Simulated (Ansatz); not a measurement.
**Work function of W(110): what the settings cost and change**

Aim: the numerical settings behind the work function of W(110), with the cost of each.

Calculated with Ansatz 0.2.0; plane-wave DFT, PBE, Ansatz PAW.

**Measured values to reproduce.**

“Anisotropic work function of elemental crystals” (2019, arxiv:1902.07811) quotes from earlier work for W (clean (110) face, a compiled value): work function (clean (110) face, a compiled value) 5.25 eV.

**1. Starting point**

The cell holds 7 atoms: 7 W. Its edges and angles: a = 2.737 Å, b = 2.737 Å, c = 31.407 Å, α = 90.0°, β = 90.0°, γ = 70.5°. Vacuum lies along c.

Coordinates:

```cif
data_structure
_symmetry_space_group_name_H-M 'P 1'
_symmetry_Int_Tables_number 1
_cell_length_a 2.7366
_cell_length_b 2.7366
_cell_length_c 31.4067
_cell_angle_alpha 90.000
_cell_angle_beta 90.000
_cell_angle_gamma 70.529
_cell_volume 221.76
loop_
_atom_site_label
_atom_site_type_symbol
_atom_site_fract_x
_atom_site_fract_y
_atom_site_fract_z
_atom_site_occupancy
W1 W 0.00000 0.00000 0.28656 1
W2 W 0.50000 0.50000 0.35771 1
W3 W 0.00000 0.00000 0.42885 1
W4 W 0.50000 0.50000 0.50000 1
W5 W 0.00000 0.00000 0.57115 1
W6 W 0.50000 0.50000 0.64229 1
W7 W 0.00000 0.00000 0.71344 1
```

**2. Slab, setting cutoff 200 eV**

A work function rests on the faint tail of the density, so the SCF threshold is tight. The cutoff is raised first; then mesh and smearing are varied at the default cutoff.

Input file input.yaml:

```yaml
crystal:
  lattice:
    - [2.2344574285, -1.58, 0.0]
    - [2.2344574285, 1.58, 0.0]
    - [0.0, 0.0, 31.4067445713]
  atoms:
    - { symbol: W, position: [0.0, 0.0, 0.2865626515] }
    - { symbol: W, position: [0.5, 0.5, 0.3577084343] }
    - { symbol: W, position: [0.0, 0.0, 0.4288542172] }
    - { symbol: W, position: [0.5, 0.5, 0.5] }
    - { symbol: W, position: [0.0, 0.0, 0.5711457828] }
    - { symbol: W, position: [0.5, 0.5, 0.6422915657] }
    - { symbol: W, position: [0.0, 0.0, 0.7134373485] }
kpoints:
  mp_grid: { grid: [16, 16, 1] }
hamiltonian:
  xc: pbe
scf:
  occupations: { method: fermi_dirac, width: 0.1 }
  convergence: { dr2_threshold: 1.0e-09 }
efield:
  axis: 3
  dipole_correction: true
  ramp_position: 0.97
  ramp_width: 0.06
basis:
  ecutwfc: "200 eV"
output:
  write_potential: true
  write_density: true
  volumetric_format: npy
  elf: true
```

The run is started by

```console
ansatz run input.yaml --threads 2 --pin off --max-ram 3072MiB --backend cpu --events-out ev --progress --plain --runs-dir out
```

Numbers of over 12 decimals in the logs are rounded to 6 here.

Log:

```text
Warning: basis.ecutwfc = 200 eV is below the records' recommended 420 eV, and the density's cutoff is lower with it unless basis.ecutrho_ratio is high enough to keep the records' density cutoff: compare with a run at a higher cutoff
Warning: basis.ecutrho_ratio 4 (ecutrho = 800 eV, dense FFT grid 15×15×150): the grid does not resolve the core-correction charge of W (measure 0.10 e/Å^2.5); warned from 0.08. The energy and each atom's force then go with where the atoms sit on the grid: [figures from the program's tests cut] If this deck is also warned that a cutoff or its ratio is below what is recommended, mend that before anything below. First try basis.xc_grid, which is 1 on this run (the dense grid itself), where it is not refused (2, then 3). Above 1 the core-correction charge is laid on the exchange–correlation grid, and this warning is never given, whether or not the level is enough: [rest of the remark cut]
Engine: ansatz 0.2.0, aarch64-unknown-linux-gnu
Pseudopotentials: kind: paw
Pseudopotential: W, paw, valence charge 14, recommended cutoff 420 eV (normal), W.paw.azcp
Functional definition: PBE
  parameter kappa = 0.804
  parameter beta = 0.066725
  exchange = pbe_x(kappa = kappa, mu = beta*pi^2/3)
  correlation = pbe_c(beta = beta)
Crystal: 7 atoms, lattice volume = 221.759 Å³
Basis set: ecut = 200 eV, 1375 PW (Γ)
Bands: 59, of which v1, the nominal top of the filled ones, is band 49 counted from 1 (48 counted from 0)
Symmetry: 4 space group operations
k-points: 73 of 256
Non-local potential: W, projectors of the file, l = 0: 3, l = 1: 2, l = 2: 2, l = 3: 1
PAW form: soft (Blöchl's): semilocal exchange-correlation on the pseudo side does not see the compensation charge
PAW one-centre angular grid: W, 590 points (default); XC on 64 Gauss nodes
Initial density: superposition of atomic densities (neutral atoms: chi_scale 0, normalization atom), corrected by the library's trained network
Initial wavefunctions: pseudopotential atomic-orbital guess
Functional: x = pbe(κ = 0.804, μ = 0.219515), c = pbe(β = 0.066725)
SCF iter   1: F=—  HF=-72665.332299 eV  |F-HF|=—  |Δ(HF+E_count)|=         —  Δρ=5.15e-2  dr2=3.03e0  ethr=1.77e-3  p=0.000 e·Å  D=2.26e-13 V/Å  ΔV_dip=-0.00 eV  dr2_dipole=2.45e-6  V_vac-E_F(+/−)=4.67/4.67 eV  ⟨swp⟩=6.4  Hψ=39675  notcnv=0  defer=133
efield: sawtooth ramp at fractional position 0.9700 (set: `efield.ramp_position`, or a place that a band, a saddle search or an elastic batch's reference lends), width 0.0600; the density the first Hamiltonian is built on has a dipole p = 0.000 e·Å; the dipole correction subtracts the counter field D = 2.26e-13 V/Å, which shifts the + side's vacuum level by -0.00 eV against the − side's; the planar-averaged density in the ramp window peaks in size at 2.4e-5 e/Å³
automatic band count: the SCF goes on with 69 bands, as 59 were too few: the levels above may hold too much charge
preconditioner: auto → LDOS  [metal: Δε(μ)=0.002 eV  Ē_g=6.361 eV  σ=0.100 eV  W_gap=0.01  n_scr=22 (ndim 8)  ℏωp=16.2 eV  f_vac=0.447  D(μ)=4.58/eV (n_scr^D=18)  β→1.0]
SCF iter   2: F=—  HF=-72664.322330 eV  |F-HF|=—  |Δ(HF+E_count)|=    1.01e0  Δρ=1.64e-2  dr2=7.49e-1  ethr=1.77e-3  p=0.000 e·Å  D=7.48e-6 V/Å  ΔV_dip=-0.00 eV  dr2_dipole=3.00e-6  V_vac-E_F(+/−)=5.08/5.08 eV  ⟨swp⟩=2.3  Hψ=10697  notcnv=0  defer=262
SCF iter   3: F=—  HF=-72664.044169 eV  |F-HF|=—  |Δ(HF+E_count)|=   2.78e-1  Δρ=1.65e-3  dr2=1.35e-2  ethr=7.64e-4  p=0.000 e·Å  D=5.14e-6 V/Å  ΔV_dip=-0.00 eV  dr2_dipole=1.31e-7  V_vac-E_F(+/−)=5.00/5.00 eV  ⟨swp⟩=3.4  Hψ=11621  notcnv=0  defer=262
SCF iter   4: F=—  HF=-72664.041873 eV  |F-HF|=—  |Δ(HF+E_count)|=   2.30e-3  Δρ=6.27e-4  dr2=3.68e-3  ethr=1.37e-5  p=0.000 e·Å  D=3.56e-6 V/Å  ΔV_dip=-0.00 eV  dr2_dipole=2.90e-8  V_vac-E_F(+/−)=5.03/5.03 eV  ⟨swp⟩=3.0  Hψ=9150  notcnv=0  defer=262
SCF iter   5: F=—  HF=-72664.041240 eV  |F-HF|=—  |Δ(HF+E_count)|=   6.33e-4  Δρ=1.32e-4  dr2=1.65e-4  ethr=3.76e-6  p=0.000 e·Å  D=1.87e-6 V/Å  ΔV_dip=-0.00 eV  dr2_dipole=1.26e-8  V_vac-E_F(+/−)=5.03/5.04 eV  ⟨swp⟩=2.2  Hψ=6541  notcnv=0  defer=262
SCF iter   6: F=—  HF=-72664.041236 eV  |F-HF|=—  |Δ(HF+E_count)|=   3.54e-6  Δρ=5.24e-5  dr2=1.96e-5  ethr=1.68e-7  p=0.000 e·Å  D=2.78e-7 V/Å  ΔV_dip=-0.00 eV  dr2_dipole=6.50e-10  V_vac-E_F(+/−)=5.04/5.04 eV  ⟨swp⟩=2.3  Hψ=7337  notcnv=0  defer=262
SCF iter   7: F=—  HF=-72664.041233 eV  |F-HF|=—  |Δ(HF+E_count)|=   2.99e-6  Δρ=1.51e-5  dr2=2.08e-6  ethr=2.00e-8  p=-0.000 e·Å  D=-2.45e-7 V/Å  ΔV_dip=0.00 eV  dr2_dipole=8.21e-12  V_vac-E_F(+/−)=5.04/5.05 eV  ⟨swp⟩=2.7  Hψ=8069  notcnv=0  defer=262
SCF iter   8: F=—  HF=-72664.041237 eV  |F-HF|=—  |Δ(HF+E_count)|=   3.51e-6  Δρ=6.11e-6  dr2=2.16e-7  ethr=2.12e-9  p=-0.000 e·Å  D=-2.02e-7 V/Å  ΔV_dip=0.00 eV  dr2_dipole=7.86e-12  V_vac-E_F(+/−)=5.05/5.05 eV  ⟨swp⟩=2.6  Hψ=7119  notcnv=0  defer=262
SCF iter   9: F=—  HF=-72664.041237 eV  |F-HF|=—  |Δ(HF+E_count)|=   1.93e-8  Δρ=1.65e-6  dr2=8.37e-9  ethr=2.21e-10  p=-0.000 e·Å  D=-1.02e-7 V/Å  ΔV_dip=0.00 eV  dr2_dipole=5.71e-13  V_vac-E_F(+/−)=5.05/5.05 eV  ⟨swp⟩=2.5  Hψ=7323  notcnv=0  defer=262
SCF iter  10: F=-72664.041237 eV  HF=-72664.041237 eV  |F-HF|=3.06e-10  |Δ(HF+E_count)|=   5.97e-9  Δρ=4.94e-7  dr2=9.23e-10  ethr=1.02e-12  p=-0.000 e·Å  D=-2.12e-8 V/Å  ΔV_dip=0.00 eV  dr2_dipole=9.63e-16  V_vac-E_F(+/−)=5.05/5.05 eV  ⟨swp⟩=12.0  Hψ=17155  notcnv=0
WARN: efield: at this solve's end the planar-averaged density reaches 4.37e-5 e/Å³ inside the ramp window [0.9382, 0.0618] (bound 1e-5 e/Å³); by the running means of the window's planes the mean density over a ramp is at most 4.05e-5 e/Å³, which is held to the bound (the quickstart, § The vacuum guard, A window that rings); the window's nearer edge stands 7.06 Å from this solve's nearest atom along the axis. Its work [...]
SCF 1 converged in 10 iterations: F = -72664.041237 eV  dr2 = 9.23e-10
  greatest PAW one-centre occupation: 1.020 electrons in one spin orbital (limit 2), on the W atom at site 3 (counted from 0), in its partial waves of l = 1
WARN: The output density's exchange-correlation potential varies sharply where the density is thin. Do not read a vacuum level from v_tot or v_xc, or from such a field of the output density. On a cell that repeats whose density bears no net charge and no dipole along the vacuum's axis use v_es (v_loc + v_h of the components); under efield.dipole_correction with no amplitude use v_es + v_field, which holds any externa [...]
SCF converged after 10 iterations
Free energy (F): -72664.041237 eV
Harris-Foulkes:  -72664.041237 eV  (|F-HF|=3.06e-10)
Internal energy: -72663.883831 eV  (E = F + TS)
E sigma→0 (E₀):  -72663.962534 eV
Entropy (-TS):   -0.157406 eV (-22.487 meV/atom)
Fermi energy:    8.960792 eV
Dipole field:    D = 0.000000 V/Å  (p = 0.000000 e·Å, saw-weighted, corrected)
Work function:   Φ+ = 5.0479 eV (in doubt: plateau slope 1.3e-2 eV/Å)   Φ− = 5.0499 eV (in doubt: plateau slope 1.2e-2 eV/Å)
Levels:          The Fermi level and band energies are counted from a zero that moves with the ramp; work functions are not
Vacuum region:   at the solve's end the planar-averaged density reaches 4.37e-5 e/Å³ inside the ramp window [0.9382, 0.0618] (bound 1e-5 e/Å³); by the running means of the window's planes the mean density over a ramp is at most 4.05e-5 e/Å³, which is held to the bound (the quickstart, § The vacuum guard, A window that rings)
--- Per-component energies (eV) ---
  E_band       = -1939.059659
  E_kinetic    = 3135.280878
  E_local      = -168347.261289  (includes V_loc(G=0)·N_el)
  E_nonlocal   = -25.766922
  E_hartree    = 82903.637621
  E_xc         = -1859.177733
  E_vxc        = -1663.936446  (∫ρ·V_xc dr)
  E_paw        = -59911.125771  (= ΣΔE_a)
  E_vpaw       = -844.647643  (= ΣTr[D̂ρ^β])
  E_aug_tail   = -0.009833  (compensation charges beyond the density's cutoff)
  E_efield     = 0.000000  (sawtooth field / dipole correction)
  E_vefield    = 0.000000  (∫n·V_field dr)
  E_ewald      = 71440.539218
  E_smearing   = -0.157406  (= −TS)
  E_closure    = -0.000000  (closes the sum)
  Σ components = -72664.041237   (vs F -72664.041237, Δ=0.00e0)
--- Band table (eV; the first three rows and the last of 73) ---
  k-point 0: bands = [... 45 lower, 7.8695, 7.8938, 8.1340, 8.1748, 8.5949, 9.1306, 9.4679, 9.7523, ... 16 higher]
  k-point 1: bands = [... 45 lower, 7.8086, 7.9891, 7.9924, 8.1724, 8.7104, 8.9433, 9.3999, 9.6860, ... 16 higher]
  k-point 2: bands = [... 45 lower, 7.5652, 7.5965, 8.1629, 8.3191, 8.4901, 8.8207, 9.1127, 10.0745, ... 16 higher]
  k-point 72: bands = [... 45 lower, 9.2365, 9.2585, 9.9974, 10.0624, 10.2295, 10.2454, 10.7679, 10.8541, ... 16 higher]
```

The job ended after 62 s (2 threads of Arm Neoverse N1, shared host; peak memory 0.61 GiB).

Numbers from this step:

```
energy at zero smearing   : -72663.9625 eV
work function, upper face : 5.048 eV
```

Running mean over 2.234 Å of the planar mean; the ramp of the sawtooth is left out. The electron's electrostatic potential energy less the Fermi level by z:

```
z (Å)  electron's electrostatic potential energy less the Fermi level (eV)
  3.5                                                                 5.02
  4.0                                                                 5.00
  4.5                                                                 4.99
  5.0                                                                 4.96
  5.5                                                                 4.91
  6.0                                                                 4.79
  6.5                                                                 4.43
  7.0                                                                 3.25
  7.5                                                               -0.152
  8.0                                                                -5.82
  8.5                                                                -10.5
  9.0                                                                -12.3
  9.5                                                                -12.6
 10.0                                                                -12.7
 10.5                                                                -12.8
 11.0                                                                -12.9
 11.5                                                                -12.9
 12.0                                                                -12.9
 12.5                                                                -12.9
 13.0                                                                -12.9
 13.5                                                                -12.9
 14.0                                                                -12.9
 14.5                                                                -12.9
 15.0                                                                -12.9
 15.5                                                                -12.9
 16.0                                                                -12.9
 16.5                                                                -12.9
 17.0                                                                -12.9
 17.5                                                                -12.9
 18.0                                                                -12.9
 18.5                                                                -12.9
 19.0                                                                -12.9
 19.5                                                                -12.9
 20.0                                                                -12.9
 20.5                                                                -12.9
 21.0                                                                -12.8
 21.5                                                                -12.7
 22.0                                                                -12.6
 22.5                                                                -12.2
 23.0                                                                -9.91
 23.5                                                                -4.73
 24.0                                                                0.697
 24.5                                                                 3.63
 25.0                                                                 4.52
 25.5                                                                 4.82
 26.0                                                                 4.92
 26.5                                                                 4.97
 27.0                                                                 4.99
 27.5                                                                 5.01
 28.0                                                                 5.02
```

Valence density in the ca plane at fractional y = 0.000, with atoms of W within 0.2 Å of it. It is the smooth field of the valence electrons, not physical close to the nuclei.

Ten even steps from '0' (0.0 e/Å³) to '9' (4.7 e/Å³), each cell a mean:
```
00016998300000013999510000002799710000000000
00002674100000001575200000001376300000000000
00001121000000000121000000000122100000000000
00000000000000000000000000000000000000000000
00000110000000000011000000000011000000000000
00001342100000001343100000000244200000000000
00014897200000002798410000001599510000000000
00017989310000014989610000002899820000000000
```
Columns run along c (16.0 Å, from fractional 0.36 to 0.87 of the cell), rows up along a (2.7 Å). Atoms in or near the plane, at fractional coordinates: W at (0.43, 0.00), W at (0.57, 0.00), W at (0.71, 0.00).

ELF in the ca plane at fractional y = 0.000, with atoms of W within 0.2 Å of it. It is the smooth field of the valence electrons, not physical close to the nuclei.

Values, 5 rows by 16 columns, each cell a mean:
```
0.40 0.44 0.56 0.36 0.39 0.36 0.55 0.45 0.41 0.41 0.45 0.57 0.17 0.03 0.00 0.00
0.41 0.32 0.37 0.39 0.38 0.40 0.36 0.31 0.42 0.40 0.32 0.39 0.23 0.07 0.00 0.00
0.44 0.40 0.36 0.45 0.42 0.45 0.36 0.39 0.44 0.42 0.38 0.40 0.36 0.09 0.00 0.00
0.40 0.33 0.50 0.36 0.36 0.37 0.48 0.34 0.40 0.39 0.35 0.52 0.18 0.05 0.00 0.00
0.41 0.46 0.45 0.37 0.40 0.37 0.45 0.46 0.41 0.42 0.46 0.46 0.20 0.02 0.00 0.00
```
Columns run along c (16.0 Å, from fractional 0.36 to 0.87 of the cell), rows up along a (2.7 Å). Atoms in or near the plane, at fractional coordinates: W at (0.43, 0.00), W at (0.57, 0.00), W at (0.71, 0.00).

Electrostatic potential energy in the ca plane at fractional y = 0.000, with atoms of W within 0.2 Å of it. With pseudopotentials it is smooth inside the atoms' cores, unlike the true potential.

Ten even steps from '0' (-61 eV) to '9' (14 eV), each cell a mean:
```
99973001589999985100379999986200268999999999
99985324789999986423689999997522579999999999
89998767899888998767899988998766799999999999
89999888999888999888999888999888999999999999
89998878999888999878899988999888899999999999
89987546899989997545789988998644689999999999
99974102689999985201489999987311378999999999
99972000589999984000379999986100168999999999
```
Columns run along c (16.0 Å, from fractional 0.36 to 0.87 of the cell; values clipped at the 3rd and 97th percentile), rows up along a (2.7 Å). Atoms in or near the plane, at fractional coordinates: W at (0.43, 0.00), W at (0.57, 0.00), W at (0.71, 0.00).

The work function is 5.048 eV. The program marks this work function as in doubt.

**3. Slab**

input.yaml: that of step 2 with these lines changed.

```diff
@@ -26,3 +26,3 @@
 basis:
-  ecutwfc: "200 eV"
+  ecutwfc: "300 eV"
 output:
@@ -31,2 +31 @@
   volumetric_format: npy
-  elf: true
```

Log:

```text
[...]
Crystal: 7 atoms, lattice volume = 221.759 Å³
Basis set: ecut = 300 eV, 2623 PW (Γ)
Bands: 59, of which v1, the nominal top of the filled ones, is band 49 counted from 1 (48 counted from 0)
Symmetry: 4 space group operations
k-points: 73 of 256
[...]
k-point 1: bands = [... 45 lower, 7.5702, 7.7800, 7.9206, 8.0463, 8.6242, 8.8599, 9.2578, 9.6419, ... 16 higher]
  k-point 2: bands = [... 45 lower, 7.4337, 7.5400, 8.0880, 8.2666, 8.4202, 8.7109, 9.0427, 10.0158, ... 16 higher]
  k-point 72: bands = [... 45 lower, 9.2625, 9.2810, 10.0606, 10.1204, 10.1217, 10.2902, 10.6364, 10.7987, ... 16 higher]
[key lines of the parts left out:]
SCF converged after 9 iterations
Free energy (F): -72690.625044 eV
Fermi energy:    8.930366 eV
Dipole field:    D = 0.000000 V/Å  (p = 0.000000 e·Å, saw-weighted, corrected)
Work function:   Φ+ = 4.9008 eV   Φ− = 4.9008 eV
```

Elapsed: 1.7 min, on 2 threads; peak memory 0.88 GiB.

The work function is 4.901 eV, -0.147 eV from the run “cutoff 200 eV”, at 1.6 times its CPU time.

**4. Slab**

input.yaml: that of step 3 with these lines changed.

```diff
@@ -26,3 +26,3 @@
 basis:
-  ecutwfc: "300 eV"
+  ecutwfc: "420 eV"
 output:
```

Log:

```text
[...]
Crystal: 7 atoms, lattice volume = 221.759 Å³
Basis set: ecut = 420 eV, 4419 PW (Γ)
Bands: 59, of which v1, the nominal top of the filled ones, is band 49 counted from 1 (48 counted from 0)
Symmetry: 4 space group operations
k-points: 73 of 256
[...]
k-point 1: bands = [... 45 lower, 7.5700, 7.7795, 7.9187, 8.0449, 8.6225, 8.8557, 9.2498, 9.6399, ... 16 higher]
  k-point 2: bands = [... 45 lower, 7.4336, 7.5378, 8.0866, 8.2647, 8.4171, 8.7056, 9.0413, 10.0135, ... 16 higher]
  k-point 72: bands = [... 45 lower, 9.2616, 9.2799, 10.0597, 10.1171, 10.1189, 10.2892, 10.6308, 10.7992, ... 16 higher]
[key lines of the parts left out:]
SCF converged after 9 iterations
Free energy (F): -72690.919043 eV
Fermi energy:    8.928367 eV
Dipole field:    D = -0.000000 V/Å  (p = -0.000000 e·Å, saw-weighted, corrected)
Work function:   Φ+ = 4.8997 eV   Φ− = 4.8997 eV
```

Elapsed: 2.6 min, on 2 threads; peak memory 1.3 GiB.

The work function is 4.900 eV, -0.148 eV from the run “cutoff 200 eV”, at 2.4 times its CPU time.

**5. Slab**

input.yaml: that of step 4 with these lines changed.

```diff
@@ -26,3 +26,3 @@
 basis:
-  ecutwfc: "420 eV"
+  ecutwfc: "600 eV"
 output:
```

Log:

```text
[...]
Crystal: 7 atoms, lattice volume = 221.759 Å³
Basis set: ecut = 600 eV, 7503 PW (Γ)
Bands: 59, of which v1, the nominal top of the filled ones, is band 49 counted from 1 (48 counted from 0)
Symmetry: 4 space group operations
k-points: 73 of 256
[...]
k-point 1: bands = [... 45 lower, 7.5701, 7.7796, 7.9185, 8.0449, 8.6226, 8.8554, 9.2492, 9.6400, ... 16 higher]
  k-point 2: bands = [... 45 lower, 7.4336, 7.5376, 8.0866, 8.2647, 8.4170, 8.7053, 9.0414, 10.0135, ... 16 higher]
  k-point 72: bands = [... 45 lower, 9.2614, 9.2799, 10.0598, 10.1169, 10.1189, 10.2890, 10.6302, 10.7994, ... 16 higher]
[key lines of the parts left out:]
SCF converged after 9 iterations
Free energy (F): -72690.927801 eV
Fermi energy:    8.928286 eV
Dipole field:    D = 0.000001 V/Å  (p = 0.000001 e·Å, saw-weighted, corrected)
Work function:   Φ+ = 4.8998 eV   Φ− = 4.8998 eV
```

It took 4.2 min on 2 threads; peak memory 2 GiB.

The work function is 4.900 eV, +0.000 eV from the run “cutoff 420 eV”, at 1.7 times its CPU time.

[end of part 1 of 2]

[Logs are printed without paths, hosts, clocks, repeated set-up lines and the standing remarks that a program may print on its own settings, such as how far it seeks lower states.]

[Hosts, paths, dates, database ids (printed as entryN), source tags and the programs' standing remarks are cut or masked in the printed files.]

[Maps of the electrostatic potential energy from Ansatz leave out the sawtooth potential of an applied field or a dipole correction, so their vacuum need not be flat; planar profiles and work functions include it.]
